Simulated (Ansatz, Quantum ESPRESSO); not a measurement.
# honeycomb SiC, 2 layers, AB' stacking: response to a perpendicular field, part 4 of 6

How does honeycomb SiC, 2 layers, AB' stacking respond to a gate-like field without added charge?

Quantum ESPRESSO 7.5; plane-wave DFT, LDA, GBRV ultrasoft pseudopotentials; geometry and cross-check by Ansatz 0.2.0 with PAW datasets.

So far. Step 6 (Self-consistent run: field 0.1 V/Å): The dipole goes from -0.0000 to 0.0249 e Å, 0.2494 e Å per V/Å. Step 7 (Potential by pp.x): The slope in the vacuum is 0.100 eV/Å for an applied 0.10 V/Å, as it should be.

### 8. Ground state: field 0.2 V/Å

Contents of f2.in:

```
&control
  prefix = 'f2'
  outdir = './out'
  pseudo_dir = './pseudo'
  calculation = 'scf'
  tprnfor = .true.
  tefield = .true.
  dipfield = .true.
/
&system
  ibrav = 0
  nat = 4
  ntyp = 2
  ecutwfc = 40
  ecutrho = 200
  occupations = 'smearing'
  smearing = 'fd'
  degauss = 0.004
  edir = 3
  emaxpos = 0.97
  eopreg = 0.04
  eamp = 0.00388938
/
&electrons
  conv_thr = 1e-09
  mixing_beta = 0.4
  electron_maxstep = 120
  mixing_mode = 'plain'
  startingpot = 'file'
/
ATOMIC_SPECIES
  C   12.0110  c_lda_v1.2.uspp.F.UPF
  Si  28.0850  si_lda_v1.uspp.F.UPF
CELL_PARAMETERS angstrom
  3.08901789981043 -0.00000000000000 0.00000000000000
  -1.54450894990522 2.67516797398069 0.00000000000000
  0.00000000000000 0.00000000000000 20.30000000000000
ATOMIC_POSITIONS crystal
  C   0.666666666667 0.333333333333 0.404300141847
  Si  0.333333333333 0.666666666667 0.404560670325
  C   0.666666666667 0.333333333333 0.595699902563
  Si  -0.000000000000 -0.000000000000 0.595439285265
K_POINTS automatic
  12 12 1 0 0 0
```

On the command line:

```sh
> cp -r out/f0.save out/f2.save
> OMP_NUM_THREADS=1 mpirun -n 2 pw.x -nk 2 -in f2.in > f2.out
```

The log of the run:

```text
[banner, memory and clock lines left out]
Program PWSCF v.7.5 starts
[...]
number of electrons       =        16.00
     number of Kohn-Sham states=           12
     kinetic-energy cutoff     =      40.0000  Ry
     charge density cutoff     =     200.0000  Ry
[...]
number of k points=    74  Fermi-Dirac smearing, width (Ry)=  0.0040
[...]
Dense  grid:    54035 G-vectors     FFT dimensions: (  27,  27, 180)
[...]
The initial density is read from file :
[...]
negative rho (up, down):  6.136E-04 0.000E+00
[...]
Starting wfcs are   16 randomized atomic wfcs
[...]
negative rho (up, down):  6.127E-04 0.000E+00
[...]
estimated scf accuracy    <       0.00479142 Ry
[...]
negative rho (up, down):  6.132E-04 0.000E+00
[...]
estimated scf accuracy    <       0.00216706 Ry
[...]
negative rho (up, down):  6.134E-04 0.000E+00
[...]
estimated scf accuracy    <       0.00000732 Ry
[...]
negative rho (up, down):  6.132E-04 0.000E+00
[...]
estimated scf accuracy    <       0.00000274 Ry
[...]
negative rho (up, down):  6.132E-04 0.000E+00
[...]
estimated scf accuracy    <       0.00000040 Ry
[...]
negative rho (up, down):  6.131E-04 0.000E+00
[...]
estimated scf accuracy    <       0.00000001 Ry
[...]
negative rho (up, down):  6.131E-04 0.000E+00
[...]
estimated scf accuracy    <          3.7E-09 Ry
[...]
negative rho (up, down):  6.130E-04 0.000E+00
[...]
Computed dipole along edir(3) :
        Dipole                0.0944 Ry au,          0.2399 Debye
        Dipole field          0.0010 Ry au,
        E field amplitude [Ha a.u.]:  3.8894E-03
        Potential amp.        0.2093 Ry
        Total length         36.8270 bohr
[...]
the Fermi energy is    -0.6082 ev
!    total energy              =     -42.21323796 Ry
     estimated scf accuracy    <          9.3E-10 Ry
     smearing contrib. (-TS)   =      -0.00000000 Ry
     internal energy E=F+TS    =     -42.21323796 Ry
[...]
one-electron contribution =    -307.51085272 Ry
     hartree contribution      =     157.41175737 Ry
     xc contribution           =     -15.86449914 Ry
     ewald contribution        =     123.75099191 Ry
     electric field correction =      -0.00063538 Ry
     convergence has been achieved in   8 iterations
     negative rho (up, down):  6.130E-04 0.000E+00
[...]
Total force =     0.003932     Total SCF correction =     0.000075
[...]
```

It took 17 s on 2 MPI ranks of AMD EPYC 9R45, shared host; peak memory 0.26 GiB.

This step gave:

```
free energy                          : -574.3404 eV
Fermi energy                         : -0.6082 eV
dipole along the normal              : 0.04995 e·Å
valence top, on the run's zero       : -1.403 eV
conduction bottom, on the run's zero : 0.2120 eV
gap by band count                    : 1.615 eV
```

The dipole goes from -0.0000 to 0.0499 e Å, 0.2497 e Å per V/Å.

### 9. Electrostatic potential

Contents of f2.pot.in:

```
&inputpp
  prefix = 'f2'
  outdir = './out'
  filplot = 'f2.pot.dat'
  plot_num = 11
/
```

On the command line:

```sh
> OMP_NUM_THREADS=1 mpirun -n 2 pp.x -in f2.pot.in > f2.pot.out
```

The job ended after 1.1 s (2 MPI ranks; peak memory 0.12 GiB).

Read from the output:

```
slope of the potential above                                          : 0.2000 eV/Å
upper vacuum line continued to the top atoms, over the valence top    : 4.890 eV
slope of the potential below                                          : 0.2000 eV/Å
lower vacuum line continued to the bottom atoms, over the valence top : 5.207 eV
```

The slope in the vacuum is 0.200 eV/Å for an applied 0.20 V/Å, as it should be.

### 10. Bands along a path: field 0.2 V/Å

Contents of f2.bands.in:

```
&control
  prefix = 'f2.bands'
  outdir = './out'
  pseudo_dir = './pseudo'
  calculation = 'bands'
  tefield = .true.
  dipfield = .true.
/
&system
  ibrav = 0
  nat = 4
  ntyp = 2
  ecutwfc = 40
  ecutrho = 200
  occupations = 'smearing'
  smearing = 'fd'
  degauss = 0.004
  edir = 3
  emaxpos = 0.97
  eopreg = 0.04
  eamp = 0.00388938
  nbnd = 14
/
&electrons
  conv_thr = 1e-07
  mixing_beta = 0.4
  electron_maxstep = 120
  mixing_mode = 'local-TF'
/
ATOMIC_SPECIES
  C   12.0110  c_lda_v1.2.uspp.F.UPF
  Si  28.0850  si_lda_v1.uspp.F.UPF
CELL_PARAMETERS angstrom
  3.08901789981043 -0.00000000000000 0.00000000000000
  -1.54450894990522 2.67516797398069 0.00000000000000
  0.00000000000000 0.00000000000000 20.30000000000000
ATOMIC_POSITIONS crystal
  C   0.666666666667 0.333333333333 0.404300141847
  Si  0.333333333333 0.666666666667 0.404560670325
  C   0.666666666667 0.333333333333 0.595699902563
  Si  -0.000000000000 -0.000000000000 0.595439285265
K_POINTS crystal_b
4
  0.0000000000 0.0000000000 0.0000000000 14
  0.5000000000 0.0000000000 0.0000000000 14
  0.3333333333 0.3333333333 0.0000000000 14
  0.0000000000 0.0000000000 0.0000000000 1
```

On the command line:

```sh
> cp -r out/f2.save out/f2.bands.save
> cp out/f2.xml out/f2.bands.xml
> OMP_NUM_THREADS=1 mpirun -n 2 pw.x -nk 2 -in f2.bands.in > f2.bands.out
```

The log of the run:

```text
[banner, memory and clock lines left out]
Program PWSCF v.7.5 starts
[citation notice left out]

[...]
bravais-lattice index     =            0
     lattice parameter (alat)  =       5.8374  a.u.
     unit-cell volume          =    1132.0461 (a.u.)^3
     number of atoms/cell      =            4
     number of atomic types    =            2
     number of electrons       =        16.00
     number of Kohn-Sham states=           14
     kinetic-energy cutoff     =      40.0000  Ry
     charge density cutoff     =     200.0000  Ry
     Exchange-correlation= SLA  PZ   NOGX NOGC
                           (   1   1   0   0   0   0   0)

[...]
PseudoPot. # 1 for C  read from file:
     ./pseudo/c_lda_v1.2.uspp.F.UPF
     Pseudo is Ultrasoft + core correction, Zval =  4.0
     Generated by new atomic code, or converted to UPF format
     Using radial grid of  721 points,  4 beta functions with:
                l(1) =   0
                l(2) =   0
                l(3) =   1
                l(4) =   1
     Q(r) pseudized with  8 coefficients,  rinner =    1.100   1.100   1.100

     PseudoPot. # 2 for Si read from file:
     ./pseudo/si_lda_v1.uspp.F.UPF
     Pseudo is Ultrasoft + core correction, Zval =  4.0
     Generated by new atomic code, or converted to UPF format
     Using radial grid of  899 points,  6 beta functions with:
                l(1) =   0
                l(2) =   0
                l(3) =   1
                l(4) =   1
                l(5) =   2
                l(6) =   2
     Q(r) pseudized with  8 coefficients,  rinner =    0.900   0.900   0.900
                                                       0.900   0.900

     atomic species   valence    mass     pseudopotential
     C                 4.00    12.01100     C ( 1.00)
     Si                4.00    28.08500     Si( 1.00)

     No symmetry found

[...]
number of k points=    43  Fermi-Dirac smearing, width (Ry)=  0.0040
[...]
Dense  grid:    54035 G-vectors     FFT dimensions: (  27,  27, 180)

     Smooth grid:    38657 G-vectors     FFT dimensions: (  24,  24, 160)

     The potential is recalculated from file :
     ./out/f2.bands.save/charge-density

     negative rho (up, down):  6.130E-04 0.000E+00

     Adding external electric field

     Computed dipole along edir(3) :
        Dipole                0.0944 Ry au,          0.2399 Debye
        Dipole field          0.0010 Ry au,

        E field amplitude [Ha a.u.]:  3.8894E-03
        Potential amp.        0.2093 Ry
        Total length         36.8270 bohr

     Starting wfcs are   16 randomized atomic wfcs

     Band Structure Calculation
     Davidson diagonalization with overlap

     ethr =  6.25E-10,  avg # of iterations = 53.0

     End of band structure calculation

          k = 0.0000 0.0000 0.0000 (  4787 PWs)   bands (ev):

   -15.4198 -15.1570  -6.0085  -4.9911  -3.1318  -3.1318  -2.8989  -2.8989
     1.0413   2.2807   2.8309   3.9453   4.2747   5.4270

          k = 0.0357 0.0206 0.0000 (  4809 PWs)   bands (ev):

   -15.3986 -15.1359  -5.9858  -4.9697  -3.2276  -3.1580  -2.9944  -2.9251
     1.0799   2.3116   2.8610   3.9725   4.3054   5.4408

[...]
```

Run time: 10 s. Hardware: 2 MPI ranks; peak memory 0.16 GiB; 21 s of CPU time.

This step gave:

```
conduction bottom, on the run's zero : 0.2121 eV
```

Band numbers count within the set of bands kept for display. Electronic bands along the path, in eV, zero at the highest filled level of the SCF mesh; v1 is the highest filled band, c1 the lowest empty one:

| point | v4 | v3 | v2 | v1 | c1 | c2 | c3 | c4 |
| --- | --- | --- | --- | --- | --- | --- | --- | --- |
| Γ | -1.73 | -1.73 | -1.50 | -1.50 | 2.44 | 3.68 | 4.23 | 5.35 |
| halfway | -3.51 | -2.60 | -2.56 | -2.37 | 3.52 | 4.40 | 4.95 | 5.19 |
| M | -3.26 | -3.03 | -1.31 | -0.69 | 1.61 | 2.76 | 3.33 | 3.73 |
| halfway | -4.70 | -4.46 | -1.02 | -0.42 | 1.79 | 2.74 | 5.03 | 5.45 |
| K | -6.11 | -5.88 | -0.56 | 0.00 | 2.03 | 2.26 | 6.13 | 6.14 |
| halfway | -3.47 | -3.23 | -3.16 | -2.24 | 4.08 | 4.65 | 5.04 | 5.58 |
| Γ | -1.73 | -1.73 | -1.50 | -1.50 | 2.44 | 3.68 | 4.23 | 5.35 |

Upper empty bands that drop with the field can be states of the vacuum, held by the sawtooth; they depend on the cell's width.

Along this path the valence top lies at K and the conduction bottom at M.

### 11. Ground state: field -0.2 V/Å

f3.in, as its differences from the input of step 8:

```diff
@@ -1,3 +1,3 @@
 &control
-  prefix = 'f2'
+  prefix = 'f3'
   outdir = './out'
@@ -21,3 +21,3 @@
   eopreg = 0.04
-  eamp = 0.00388938
+  eamp = -0.00388938
 /
```

On the command line:

```sh
> cp -r out/f0.save out/f3.save
> OMP_NUM_THREADS=1 mpirun -n 2 pw.x -nk 2 -in f3.in > f3.out
```

The log of the run:

```text
[banner, memory and clock lines left out]
Program PWSCF v.7.5 starts
[...]
number of electrons       =        16.00
     number of Kohn-Sham states=           12
     kinetic-energy cutoff     =      40.0000  Ry
     charge density cutoff     =     200.0000  Ry
[...]
number of k points=    74  Fermi-Dirac smearing, width (Ry)=  0.0040
[...]
Dense  grid:    54035 G-vectors     FFT dimensions: (  27,  27, 180)
[...]
The initial density is read from file :
[...]
negative rho (up, down):  6.136E-04 0.000E+00
[...]
Starting wfcs are   16 randomized atomic wfcs
[...]
negative rho (up, down):  6.127E-04 0.000E+00
[...]
estimated scf accuracy    <       0.00478971 Ry
[...]
negative rho (up, down):  6.132E-04 0.000E+00
[...]
estimated scf accuracy    <       0.00216954 Ry
[...]
negative rho (up, down):  6.134E-04 0.000E+00
[...]
estimated scf accuracy    <       0.00000704 Ry
[...]
negative rho (up, down):  6.132E-04 0.000E+00
[...]
estimated scf accuracy    <       0.00000249 Ry
[...]
negative rho (up, down):  6.132E-04 0.000E+00
[...]
estimated scf accuracy    <       0.00000037 Ry
[...]
negative rho (up, down):  6.131E-04 0.000E+00
[...]
estimated scf accuracy    <       0.00000001 Ry
[...]
negative rho (up, down):  6.131E-04 0.000E+00
[...]
estimated scf accuracy    <          3.1E-09 Ry
[...]
negative rho (up, down):  6.130E-04 0.000E+00
[...]
Computed dipole along edir(3) :
        Dipole               -0.0944 Ry au,         -0.2399 Debye
        Dipole field         -0.0010 Ry au,
        E field amplitude [Ha a.u.]: -3.8894E-03
        Potential amp.       -0.2093 Ry
        Total length         36.8270 bohr
[...]
the Fermi energy is    -0.6676 ev
!    total energy              =     -42.21323797 Ry
     estimated scf accuracy    <          7.8E-10 Ry
     smearing contrib. (-TS)   =      -0.00000000 Ry
     internal energy E=F+TS    =     -42.21323797 Ry
[...]
one-electron contribution =    -307.51085268 Ry
     hartree contribution      =     157.41175797 Ry
     xc contribution           =     -15.86449982 Ry
     ewald contribution        =     123.75099191 Ry
     electric field correction =      -0.00063534 Ry
     convergence has been achieved in   8 iterations
     negative rho (up, down):  6.130E-04 0.000E+00
[...]
Total force =     0.003931     Total SCF correction =     0.000067
[...]
```

Wall time 17 s (2 MPI ranks); peak memory 0.26 GiB.

Read from the output:

| Quantity | Value |
| --- | --- |
| Fermi energy | -0.6676 eV |
| dipole along the normal | -0.04995 e·Å |
| valence top, on the run's zero | -1.462 eV |
| conduction bottom, on the run's zero | 0.1527 eV |

The dipole goes from -0.0000 to -0.0499 e Å, 0.2497 e Å per V/Å.

### 12. Potential by pp.x

Contents of f3.pot.in:

```
&inputpp
  prefix = 'f3'
  outdir = './out'
  filplot = 'f3.pot.dat'
  plot_num = 11
/
```

On the command line:

```sh
> OMP_NUM_THREADS=1 mpirun -n 2 pp.x -in f3.pot.in > f3.pot.out
```

Run time: 1.1 s. Hardware: 2 MPI ranks; peak memory 0.12 GiB; 1.9 s of CPU time.

Numbers from this step:

```
slope of the potential above                                          : -0.2000 eV/Å
upper vacuum line continued to the top atoms, over the valence top    : 5.207 eV
slope of the potential below                                          : -0.2000 eV/Å
lower vacuum line continued to the bottom atoms, over the valence top : 4.890 eV
```

The slope in the vacuum is -0.200 eV/Å for an applied -0.20 V/Å, as it should be.

Each curve counts from the valence top of its own run.

The runs together. Potential energy against z:

| z (Å) | potential at 0 V/Å (eV) | potential at 0.1 V/Å (eV) | potential at 0.2 V/Å (eV) | potential at -0.2 V/Å (eV) |
| --- | --- | --- | --- | --- |
| 0 | 5.07 | 4.69 | 4.31 | 5.79 |
| 1 | 5.07 | 4.42 | 3.77 | 6.33 |
| 2 | 5.07 | 4.52 | 3.97 | 6.13 |
| 3 | 5.07 | 4.62 | 4.17 | 5.93 |
| 4 | 5.07 | 4.72 | 4.37 | 5.73 |
| 5 | 5.07 | 4.82 | 4.56 | 5.53 |
| 6 | 4.97 | 4.82 | 4.65 | 5.24 |
| 7 | 3.11 | 3.03 | 2.94 | 3.24 |
| 8 | -18.6 | -18.7 | -18.8 | -18.5 |
| 9 | -1.46 | -1.52 | -1.59 | -1.38 |
| 10 | 4.58 | 4.56 | 4.53 | 4.57 |
| 11 | 2.23 | 2.27 | 2.30 | 2.12 |
| 12 | -20.8 | -20.7 | -20.7 | -20.9 |
| 13 | 0.450 | 0.509 | 0.556 | 0.292 |
| 14 | 4.82 | 4.94 | 5.04 | 4.56 |
| 15 | 5.06 | 5.27 | 5.46 | 4.61 |
| 16 | 5.07 | 5.38 | 5.67 | 4.42 |
| 17 | 5.07 | 5.48 | 5.87 | 4.23 |
| 18 | 5.07 | 5.58 | 6.07 | 4.03 |
| 19 | 5.07 | 5.68 | 6.27 | 3.83 |
| 20 | 5.07 | 5.21 | 5.34 | 4.75 |

### 13. Band structure: field -0.2 V/Å

f3.bands.in, as its differences from the input of step 10:

```diff
@@ -1,3 +1,3 @@
 &control
-  prefix = 'f2.bands'
+  prefix = 'f3.bands'
   outdir = './out'
@@ -20,3 +20,3 @@
   eopreg = 0.04
-  eamp = 0.00388938
+  eamp = -0.00388938
   nbnd = 14
```

On the command line:

```sh
> cp -r out/f3.save out/f3.bands.save
> cp out/f3.xml out/f3.bands.xml
> OMP_NUM_THREADS=1 mpirun -n 2 pw.x -nk 2 -in f3.bands.in > f3.bands.out
```

The log of the run:

```text
[banner, memory and clock lines left out]
Program PWSCF v.7.5 starts
[citation notice left out]

[...]
bravais-lattice index     =            0
     lattice parameter (alat)  =       5.8374  a.u.
     unit-cell volume          =    1132.0461 (a.u.)^3
     number of atoms/cell      =            4
     number of atomic types    =            2
     number of electrons       =        16.00
     number of Kohn-Sham states=           14
     kinetic-energy cutoff     =      40.0000  Ry
     charge density cutoff     =     200.0000  Ry
     Exchange-correlation= SLA  PZ   NOGX NOGC
                           (   1   1   0   0   0   0   0)

[...]
PseudoPot. # 1 for C  read from file:
     ./pseudo/c_lda_v1.2.uspp.F.UPF
     Pseudo is Ultrasoft + core correction, Zval =  4.0
     Generated by new atomic code, or converted to UPF format
     Using radial grid of  721 points,  4 beta functions with:
                l(1) =   0
                l(2) =   0
                l(3) =   1
                l(4) =   1
     Q(r) pseudized with  8 coefficients,  rinner =    1.100   1.100   1.100

     PseudoPot. # 2 for Si read from file:
     ./pseudo/si_lda_v1.uspp.F.UPF
     Pseudo is Ultrasoft + core correction, Zval =  4.0
     Generated by new atomic code, or converted to UPF format
     Using radial grid of  899 points,  6 beta functions with:
                l(1) =   0
                l(2) =   0
                l(3) =   1
                l(4) =   1
                l(5) =   2
                l(6) =   2
     Q(r) pseudized with  8 coefficients,  rinner =    0.900   0.900   0.900
                                                       0.900   0.900

     atomic species   valence    mass     pseudopotential
     C                 4.00    12.01100     C ( 1.00)
     Si                4.00    28.08500     Si( 1.00)

     No symmetry found

[...]
number of k points=    43  Fermi-Dirac smearing, width (Ry)=  0.0040
[...]
Dense  grid:    54035 G-vectors     FFT dimensions: (  27,  27, 180)

     Smooth grid:    38657 G-vectors     FFT dimensions: (  24,  24, 160)

     The potential is recalculated from file :
     ./out/f3.bands.save/charge-density

     negative rho (up, down):  6.130E-04 0.000E+00

     Adding external electric field

     Computed dipole along edir(3) :
        Dipole               -0.0944 Ry au,         -0.2399 Debye
        Dipole field         -0.0010 Ry au,

        E field amplitude [Ha a.u.]: -3.8894E-03
        Potential amp.       -0.2093 Ry
        Total length         36.8270 bohr

     Starting wfcs are   16 randomized atomic wfcs

     Band Structure Calculation
     Davidson diagonalization with overlap

     ethr =  6.25E-10,  avg # of iterations = 52.7

     End of band structure calculation

          k = 0.0000 0.0000 0.0000 (  4787 PWs)   bands (ev):

   -15.4792 -15.2163  -6.0679  -5.0504  -3.1911  -3.1911  -2.9582  -2.9582
     0.9822   2.2319   2.8714   3.9931   4.2382   5.4457

          k = 0.0357 0.0206 0.0000 (  4809 PWs)   bands (ev):

   -15.4579 -15.1952  -6.0452  -5.0290  -3.2869  -3.2174  -3.0537  -2.9844
     1.0208   2.2630   2.9019   4.0179   4.2711   5.4469

[...]
```

Wall time 10 s (2 MPI ranks); peak memory 0.16 GiB; 20 s of CPU time.

Band numbers count within the set of bands kept for display. Electronic bands along the path, in eV, zero at the highest filled level of the SCF mesh; v1 is the highest filled band, c1 the lowest empty one:

| point | v4 | v3 | v2 | v1 | c1 | c2 | c3 | c4 |
| --- | --- | --- | --- | --- | --- | --- | --- | --- |
| Γ | -1.73 | -1.73 | -1.50 | -1.50 | 2.44 | 3.69 | 4.33 | 5.46 |
| halfway | -3.51 | -2.60 | -2.56 | -2.37 | 3.52 | 4.41 | 4.96 | 5.19 |
| M | -3.26 | -3.03 | -1.31 | -0.69 | 1.61 | 2.76 | 3.33 | 3.73 |
| halfway | -4.70 | -4.46 | -1.02 | -0.42 | 1.79 | 2.74 | 5.03 | 5.45 |
| K | -6.11 | -5.88 | -0.56 | 0.00 | 2.03 | 2.26 | 6.13 | 6.14 |
| halfway | -3.47 | -3.23 | -3.16 | -2.24 | 4.08 | 4.65 | 5.04 | 5.58 |
| Γ | -1.73 | -1.73 | -1.50 | -1.50 | 2.44 | 3.69 | 4.33 | 5.46 |

Upper empty bands that drop with the field can be states of the vacuum, held by the sawtooth; they depend on the cell's width.

Along this path the valence top lies at K and the conduction bottom at M.

(Continued in part 5 of 6.)

[Logs are printed without paths, hosts, clocks, repeated set-up lines and the standing remarks that a program may print on its own settings, such as how far it seeks lower states.]

[Hosts, paths, dates, database ids (printed as entryN), source tags and the programs' standing remarks are cut or masked in the printed files.]

[Maps of the electrostatic potential energy from Ansatz leave out the sawtooth potential of an applied field or a dipole correction, so their vacuum need not be flat; planar profiles and work functions include it.]
